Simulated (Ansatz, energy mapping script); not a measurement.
## ScNiO2 in the infinite layer structure: J from the energies of magnetic orders

Wanted: the magnetic order of ScNiO2 in the infinite layer structure, its couplings and an estimate of its ordering temperature, by PBEsol+U (5.7 eV).

Program: Ansatz 0.2.0. Level of theory: PBEsol with U = 5.7 eV on Ni d, ortho-atomic projectors; plane waves, U on orthogonalised atomic orbitals unless named otherwise, collinear spin, no spin–orbit coupling. Results are calculated unless marked as measured.

Most raw output is cut from this account.

## 1. The starting structure

The structure is tetragonal, space group P4/mmm (No. 123). The conventional cell has a = 3.768 Å, b = 3.768 Å, c = 2.839 Å, α = 90.00°, β = 90.00°, γ = 90.00°. Nearest to Sc lie 8 O at 2.36 Å. Nearest to Ni lie 4 O at 1.88 Å. Nearest to O lie 2 Ni at 1.88 Å and 4 Sc at 2.36 Å. infinite layer prototype, lattice guessed from radii. Farther neighbours and most contacts between anions are not listed.

This cell was built for the study (infinite layer prototype, lattice guessed from radii), not taken from an experiment; the compound need not form in this structure.

The cell was relaxed beforehand in Ansatz under PBEsol with U = 5.4 eV on Ni d, ortho-atomic projectors, from parallel moments.

A Hubbard U penalises fractional filling of the shell. It raises the cost of virtual hops to the neighbours, so couplings that rest on such hops usually weaken.

## 2. A first run with parallel moments

One run in the crystal's own cell, under PBE with U = 6.3 eV on Ni d, ortho-atomic projectors, shows which elements keep a moment. Transition or f elements with 0.3 μB or more enter the spin model; moments induced on other atoms do not.

input.yaml

```yaml
crystal:
  lattice:
    - [3.768207841, 0.0, 0.0]
    - [0.0, 3.768207841, 0.0]
    - [0.0, 0.0, 2.839072002]
  atoms:
    - { symbol: Sc, position: [0.5, 0.5, 0.5] }
    - { symbol: Ni, position: [0.0, 0.0, 0.0], spin: 2.0 }
    - { symbol: O, position: [0.5, 0.0, 0.0] }
    - { symbol: O, position: [0.0, 0.5, 0.0] }
magnetization:
  spin_polarized: true
kpoints:
  mp_grid: { grid: [7, 7, 9] }
hamiltonian:
  xc: pbe
  hubbard:
    sites: [{ species: Ni, l: d, u_eff: 6.3 }]
    projectors: ortho-atomic
scf:
  occupations: { method: fermi_dirac, width: 0.05 }
output:
  eigenvalues: true
```

Launch:

```bash
> ansatz run input.yaml --threads 4 --pin off --max-ram 8192MiB --backend cpu --events-out ev --progress --plain --runs-dir out
```

Wall time 27 s (4 threads of Arm Neoverse V1, shared host); peak memory 0.81 GiB; 1.7 min of CPU time.

Spin moment in the sphere by atom:

| atom | spin moment in the sphere (μB) |
| --- | --- |
| Sc1 | -0.003 |
| Ni2 | 0.738 |
| O3 | -0.016 |
| O4 | -0.016 |

The run ends ferromagnetic; Ni carries the moments.

## 3. Seed run in the crystal's own cell

A corrected shell can settle in several orbital fillings. One parallel run, with an occupation width a fifth wider than the orders use, therefore is to supply the occupation matrices. All orders start from them.

input.yaml, the sections that differ from step 2:

```yaml
kpoints:
  mp_grid: { grid: [10, 10, 13] }
hamiltonian:
  xc: pbesol
  hubbard:
    sites: [{ species: Ni, l: d, u_eff: 5.7 }]
    projectors: ortho-atomic
scf:
  occupations: { method: fermi_dirac, width: 0.06 }
# crystal, magnetization, output: as in step 2
```

Elapsed: 79 s, on 4 threads; peak memory 1.6 GiB; 5.1 min of CPU time.

This step gave:

| Quantity | Value |
| --- | --- |
| final state | ferromagnetic |
| electrons in the corrected shells | 8.759 e |
| largest moment | 0.731 μB |

## 4. Parallel start in cell A (8 atoms)

Each cell gets its own parallel run on the same mesh, so that most of the mesh error cancels in the differences.

input.yaml

```yaml
crystal:
  lattice:
    - [3.768207841, 0.0, 0.0]
    - [0.0, 3.768207841, 0.0]
    - [0.0, 0.0, 5.678144004]
  atoms:
    - { symbol: Sc, position: [0.5, 0.5, 0.25] }
    - { symbol: Sc, position: [0.5, 0.5, 0.75] }
    - { symbol: Ni, position: [0.0, 0.0, 0.0], spin: 2.0 }
    - { symbol: Ni, position: [0.0, 0.0, 0.5], spin: 2.0 }
    - { symbol: O, position: [0.5, 0.0, 0.0] }
    - { symbol: O, position: [0.5, 0.0, 0.5] }
    - { symbol: O, position: [0.0, 0.5, 0.0] }
    - { symbol: O, position: [0.0, 0.5, 0.5] }
magnetization:
  spin_polarized: true
kpoints:
  mp_grid: { grid: [10, 10, 7] }
hamiltonian:
  xc: pbesol
  hubbard:
    sites:
      - { species: Ni, l: d, u_eff: 5.7 }
      - { site: 2, l: d, u_eff: 5.7, starting_ns: [{ spin: up, occupation_matrix: ni2_major }, { spin: down, occupation_matrix: ni2_minor }] }
      - { site: 3, l: d, u_eff: 5.7, starting_ns: [{ spin: up, occupation_matrix: ni2_major }, { spin: down, occupation_matrix: ni2_minor }] }
    projectors: ortho-atomic
    occupation_matrices:
      ni2_major:
        matrix:
          - [0.926, 0.0, 0.0, 0.0, 0.0]
          - [0.0, 0.979, 0.0, 0.0, 0.0]
          - [0.0, 0.0, 0.979, 0.0, 0.0]
          - [0.0, 0.0, 0.0, 0.879, 0.0]
          - [0.0, 0.0, 0.0, 0.0, 0.983]
      ni2_minor:
        matrix:
          - [0.9, 0.0, 0.0, 0.0, 0.0]
          - [0.0, 0.973, 0.0, 0.0, 0.0]
          - [0.0, 0.0, 0.973, 0.0, 0.0]
          - [0.0, 0.0, 0.0, 0.186, 0.0]
          - [0.0, 0.0, 0.0, 0.0, 0.979]
scf:
  occupations: { method: fermi_dirac, width: 0.05 }
output:
  eigenvalues: true
  write_density: true
  write_potential: true
  elf: true
  volumetric_format: npy
```

The job ended after 20 s (4 threads; peak memory 0.91 GiB; 79 s of CPU time).

Spin moment in the sphere by atom:

| atom | spin moment in the sphere (μB) |
| --- | --- |
| Sc1 | -0.006 |
| Sc2 | -0.006 |
| Ni3 | 0.734 |
| Ni4 | 0.734 |
| O5 | -0.006 |
| O6 | -0.006 |
| O7 | -0.006 |
| O8 | -0.006 |

The run ends ferromagnetic.

Spin density in the ac plane at fractional y = 0.000, with atoms of Ni and O within 0.2 Å of it.

Ten even steps from '0' (0.0 e/Å³) to '9' (2.5 e/Å³), each cell a mean:
```
33100000000023
00000000000000
00000000000000
00000000000000
00000000000000
00000000000000
00000000000000
00000000000000
00000000000000
65200000000035
86300000000147
01100000000011
00000000000000
00000000000000
00000000000000
00000000000000
00000000000000
00000000000000
00000000000000
22100000000012
97300000000148
```
Columns run along a (3.8 Å), rows up along c (5.7 Å). Atoms in or near the plane, at fractional coordinates: Ni at (0.00, 0.00), Ni at (0.00, 0.50), O at (0.50, 0.00), O at (0.50, 0.50).

ELF in the ac plane at fractional y = 0.000, with atoms of Ni and O within 0.2 Å of it. It is the smooth field of the valence electrons, not physical close to the nuclei.

Ten even steps from '0' (0.07) to '9' (0.81), each cell a mean:
```
64215976894025
33104999983023
22102689852012
11101244320011
11100000000011
11100000000011
11101355521011
22103799862012
43214999983024
75216965894035
75216963794036
54215998983024
32103899972022
11101467631011
11100111100011
11100000000011
11100123210011
21102578741012
33104899972023
54215987994025
85216953794036
```
Columns run along a (3.8 Å), rows up along c (5.7 Å). Atoms in or near the plane, at fractional coordinates: Ni at (0.00, 0.00), Ni at (0.00, 0.50), O at (0.50, 0.00), O at (0.50, 0.50).

## 5. Compensated +− start in cell A (8 atoms)

This order reverses 2 of the 2 neighbours at 2.84 Å, 0 of the 4 neighbours at 3.77 Å and 8 of the 8 neighbours at 4.72 Å, counted for an average magnetic atom.

Edit input.yaml of step 4 so:

```diff
@@ -9,3 +9,3 @@
     - { symbol: Ni, position: [0.0, 0.0, 0.0], spin: 2.0 }
-    - { symbol: Ni, position: [0.0, 0.0, 0.5], spin: 2.0 }
+    - { symbol: Ni, position: [0.0, 0.0, 0.5], spin: -2.0 }
     - { symbol: O, position: [0.5, 0.0, 0.0] }
@@ -24,3 +24,3 @@
       - { site: 2, l: d, u_eff: 5.7, starting_ns: [{ spin: up, occupation_matrix: ni2_major }, { spin: down, occupation_matrix: ni2_minor }] }
-      - { site: 3, l: d, u_eff: 5.7, starting_ns: [{ spin: up, occupation_matrix: ni2_major }, { spin: down, occupation_matrix: ni2_minor }] }
+      - { site: 3, l: d, u_eff: 5.7, starting_ns: [{ spin: up, occupation_matrix: ni2_minor }, { spin: down, occupation_matrix: ni2_major }] }
     projectors: ortho-atomic
```

Run time: 11 s. Hardware: 4 threads; peak memory 0.87 GiB.

Spin moment in the sphere by atom:

| atom | spin moment in the sphere (μB) |
| --- | --- |
| Sc1 | 0.000 |
| Sc2 | 0.000 |
| Ni3 | 0.742 |
| Ni4 | -0.742 |
| O5 | -0.001 |
| O6 | 0.001 |
| O7 | -0.001 |
| O8 | 0.001 |

The run ends antiferromagnetic, 0.10 meV a magnetic atom below the parallel order of its cell (energies taken at zero occupation width, not the printed F).

Spin density in the ac plane at fractional y = 0.000, with atoms of Ni and O within 0.2 Å of it.

Ten even steps from '0' (-2.2 e/Å³) to '9' (2.5 e/Å³), each cell a mean:
```
66544444444456
44444444444444
44444444444444
44444444444444
44444444444444
44444444444444
44444444444444
44444444444444
44444444444444
11344444444421
00244444444420
43444444444444
44444444444444
44444444444444
44444444444444
44444444444444
44444444444444
44444444444444
44444444444444
55544444444455
98644444444569
```
Columns run along a (3.8 Å), rows up along c (5.7 Å). Atoms in or near the plane, at fractional coordinates: Ni at (0.00, 0.00), Ni at (0.00, 0.50), O at (0.50, 0.00), O at (0.50, 0.50).

ELF in the ac plane at fractional y = 0.000, with atoms of Ni and O within 0.2 Å of it. It is the smooth field of the valence electrons, not physical close to the nuclei.

Ten even steps from '_' (0.07) to '@' (0.81), each cell a mean:
```
**==::..++@@##**%%@@==__::++
----..__==@@@@@@@@%%--__::--
::::..__::**%%@@%%++::__..::
......__..::====--::____....
......__________________....
......__________________....
......__..--++++++::..__....
::::..__--##@@@@%%**::__..::
==--::..==@@@@@@@@%%--__::==
##++::..**@@**++%%@@==__--++
##++::..**@@**--##@@==__--**
++==::..++@@@@%%@@%%--__::==
--::..__--%%@@@@@@##::__::::
......__..==**##**--..__....
......____........______....
......__________________....
......____..::--::..____....
::....__::++##%%##==..__..::
----..__==%%@@@@@@##::__::--
++==::..++@@%%##@@@@==__::++
%%++::..**@@++--##@@==__--**
```
Columns run along a (3.8 Å), rows up along c (5.7 Å). Atoms in or near the plane, at fractional coordinates: Ni at (0.00, 0.00), Ni at (0.00, 0.50), O at (0.50, 0.00), O at (0.50, 0.50).

## 6. Run 3 (parallel; cell B, 8 atoms)

A new cell needs its own zero of energy.

This run holds the same structure in another cell (a 3.768 → 2.839 Å, c 5.678 → 7.536 Å).

input.yaml

```yaml
crystal:
  lattice:
    - [0.0, 0.0, 2.839072002]
    - [3.768207841, 0.0, 0.0]
    - [0.0, 7.536415682, 0.0]
  atoms:
    - { symbol: Sc, position: [0.5, 0.5, 0.25] }
    - { symbol: Sc, position: [0.5, 0.5, 0.75] }
    - { symbol: Ni, position: [0.0, 0.0, 0.0], spin: 2.0 }
    - { symbol: Ni, position: [0.0, 0.0, 0.5], spin: 2.0 }
    - { symbol: O, position: [0.0, 0.5, 0.0] }
    - { symbol: O, position: [0.0, 0.5, 0.5] }
    - { symbol: O, position: [0.0, 0.0, 0.25] }
    - { symbol: O, position: [0.0, 0.0, 0.75] }
magnetization:
  spin_polarized: true
kpoints:
  mp_grid: { grid: [13, 10, 5] }
hamiltonian:
  xc: pbesol
  hubbard:
    sites:
      - { species: Ni, l: d, u_eff: 5.7 }
      - { site: 2, l: d, u_eff: 5.7, starting_ns: [{ spin: up, occupation_matrix: ni2_major }, { spin: down, occupation_matrix: ni2_minor }] }
      - { site: 3, l: d, u_eff: 5.7, starting_ns: [{ spin: up, occupation_matrix: ni2_major }, { spin: down, occupation_matrix: ni2_minor }] }
    projectors: ortho-atomic
    occupation_matrices:
      ni2_major:
        matrix:
          - [0.926, 0.0, 0.0, 0.0, 0.0]
          - [0.0, 0.979, 0.0, 0.0, 0.0]
          - [0.0, 0.0, 0.979, 0.0, 0.0]
          - [0.0, 0.0, 0.0, 0.879, 0.0]
          - [0.0, 0.0, 0.0, 0.0, 0.983]
      ni2_minor:
        matrix:
          - [0.9, 0.0, 0.0, 0.0, 0.0]
          - [0.0, 0.973, 0.0, 0.0, 0.0]
          - [0.0, 0.0, 0.973, 0.0, 0.0]
          - [0.0, 0.0, 0.0, 0.186, 0.0]
          - [0.0, 0.0, 0.0, 0.0, 0.979]
scf:
  occupations: { method: fermi_dirac, width: 0.05 }
output:
  eigenvalues: true
```

Elapsed: 27 s, on 4 threads; peak memory 1.1 GiB.

The run ends ferromagnetic. For each magnetic atom its energy differs from the parallel run of the first cell by -0.04 meV, an error that one common reference would have brought in.

## 7. Run 4 (compensated +−; cell B, 8 atoms)

This order reverses 0 of the 2 neighbours at 2.84 Å, 2 of the 4 neighbours at 3.77 Å and 4 of the 8 neighbours at 4.72 Å, counted for an average magnetic atom.

Edit input.yaml of step 6 so:

```diff
@@ -9,3 +9,3 @@
     - { symbol: Ni, position: [0.0, 0.0, 0.0], spin: 2.0 }
-    - { symbol: Ni, position: [0.0, 0.0, 0.5], spin: 2.0 }
+    - { symbol: Ni, position: [0.0, 0.0, 0.5], spin: -2.0 }
     - { symbol: O, position: [0.0, 0.5, 0.0] }
@@ -24,3 +24,3 @@
       - { site: 2, l: d, u_eff: 5.7, starting_ns: [{ spin: up, occupation_matrix: ni2_major }, { spin: down, occupation_matrix: ni2_minor }] }
-      - { site: 3, l: d, u_eff: 5.7, starting_ns: [{ spin: up, occupation_matrix: ni2_major }, { spin: down, occupation_matrix: ni2_minor }] }
+      - { site: 3, l: d, u_eff: 5.7, starting_ns: [{ spin: up, occupation_matrix: ni2_minor }, { spin: down, occupation_matrix: ni2_major }] }
     projectors: ortho-atomic
```

Wall time 15 s (4 threads); peak memory 1.1 GiB; 60 s of CPU time.

The run ends antiferromagnetic, 95.75 meV a magnetic atom above the parallel order of its cell (energies taken at zero occupation width, not the printed F).

## 8. Parallel start in cell C (8 atoms)

The parallel order again, as the reference for this cell.

This run holds the same structure in another cell (a 2.839 → 4.718 Å, b 3.768 → 4.718 Å, c 7.536 → 4.718 Å, α 90.0 → 106.0°, β 90.0 → 111.2°, γ 90.0 → 111.2°).

input.yaml

```yaml
crystal:
  lattice:
    - [3.768207841, 0.0, 2.839072002]
    - [0.0, -3.768207841, -2.839072002]
    - [0.0, 3.768207841, -2.839072002]
  atoms:
    - { symbol: Sc, position: [0.5, 0.25, 0.75] }
    - { symbol: Sc, position: [0.5, 0.75, 0.25] }
    - { symbol: Ni, position: [0.0, 0.5, 0.5], spin: 2.0 }
    - { symbol: Ni, position: [0.0, 0.0, 0.0], spin: 2.0 }
    - { symbol: O, position: [0.5, 0.75, 0.75] }
    - { symbol: O, position: [0.5, 0.25, 0.25] }
    - { symbol: O, position: [0.0, 0.25, 0.75] }
    - { symbol: O, position: [0.0, 0.75, 0.25] }
magnetization:
  spin_polarized: true
kpoints:
  mp_grid: { grid: [10, 10, 10] }
hamiltonian:
  xc: pbesol
  hubbard:
    sites:
      - { species: Ni, l: d, u_eff: 5.7 }
      - { site: 2, l: d, u_eff: 5.7, starting_ns: [{ spin: up, occupation_matrix: ni2_major }, { spin: down, occupation_matrix: ni2_minor }] }
      - { site: 3, l: d, u_eff: 5.7, starting_ns: [{ spin: up, occupation_matrix: ni2_major }, { spin: down, occupation_matrix: ni2_minor }] }
    projectors: ortho-atomic
    occupation_matrices:
      ni2_major:
        matrix:
          - [0.926, 0.0, 0.0, 0.0, 0.0]
          - [0.0, 0.979, 0.0, 0.0, 0.0]
          - [0.0, 0.0, 0.979, 0.0, 0.0]
          - [0.0, 0.0, 0.0, 0.879, 0.0]
          - [0.0, 0.0, 0.0, 0.0, 0.983]
      ni2_minor:
        matrix:
          - [0.9, 0.0, 0.0, 0.0, 0.0]
          - [0.0, 0.973, 0.0, 0.0, 0.0]
          - [0.0, 0.0, 0.973, 0.0, 0.0]
          - [0.0, 0.0, 0.0, 0.186, 0.0]
          - [0.0, 0.0, 0.0, 0.0, 0.979]
scf:
  occupations: { method: fermi_dirac, width: 0.05 }
output:
  eigenvalues: true
```

Wall time 23 s (4 threads); peak memory 1 GiB; 89 s of CPU time.

The run ends ferromagnetic. For each magnetic atom its energy differs from the parallel run of the first cell by 0.55 meV, an error that one common reference would have brought in.

## 9. Compensated +− start in cell C (8 atoms)

This order reverses 2 of the 2 neighbours at 2.84 Å, 4 of the 4 neighbours at 3.77 Å and 0 of the 8 neighbours at 4.72 Å, counted for an average magnetic atom.

Edit input.yaml of step 8 so:

```diff
@@ -9,3 +9,3 @@
     - { symbol: Ni, position: [0.0, 0.5, 0.5], spin: 2.0 }
-    - { symbol: Ni, position: [0.0, 0.0, 0.0], spin: 2.0 }
+    - { symbol: Ni, position: [0.0, 0.0, 0.0], spin: -2.0 }
     - { symbol: O, position: [0.5, 0.75, 0.75] }
@@ -24,3 +24,3 @@
       - { site: 2, l: d, u_eff: 5.7, starting_ns: [{ spin: up, occupation_matrix: ni2_major }, { spin: down, occupation_matrix: ni2_minor }] }
-      - { site: 3, l: d, u_eff: 5.7, starting_ns: [{ spin: up, occupation_matrix: ni2_major }, { spin: down, occupation_matrix: ni2_minor }] }
+      - { site: 3, l: d, u_eff: 5.7, starting_ns: [{ spin: up, occupation_matrix: ni2_minor }, { spin: down, occupation_matrix: ni2_major }] }
     projectors: ortho-atomic
```

The job ended after 15 s (4 threads; peak memory 0.97 GiB).

The run ends antiferromagnetic, 169.55 meV a magnetic atom above the parallel order of its cell (energies taken at zero occupation width, not the printed F).

(Part 1 of 2 ends here.)

[Logs and program files are shortened in this print: banners, set-up blocks, solver, clock and traceback lines can be left out without a mark of their own.]

[Logs are printed without paths, hosts, clocks, repeated set-up lines and the standing remarks that a program may print on its own settings, such as how far it seeks lower states.]

[Hosts, paths, dates, database ids (printed as entryN), source tags and the programs' standing remarks are cut or masked in the printed files.]

[Where a cell is said to come from a database of computed structures, the database is the Materials Project.]
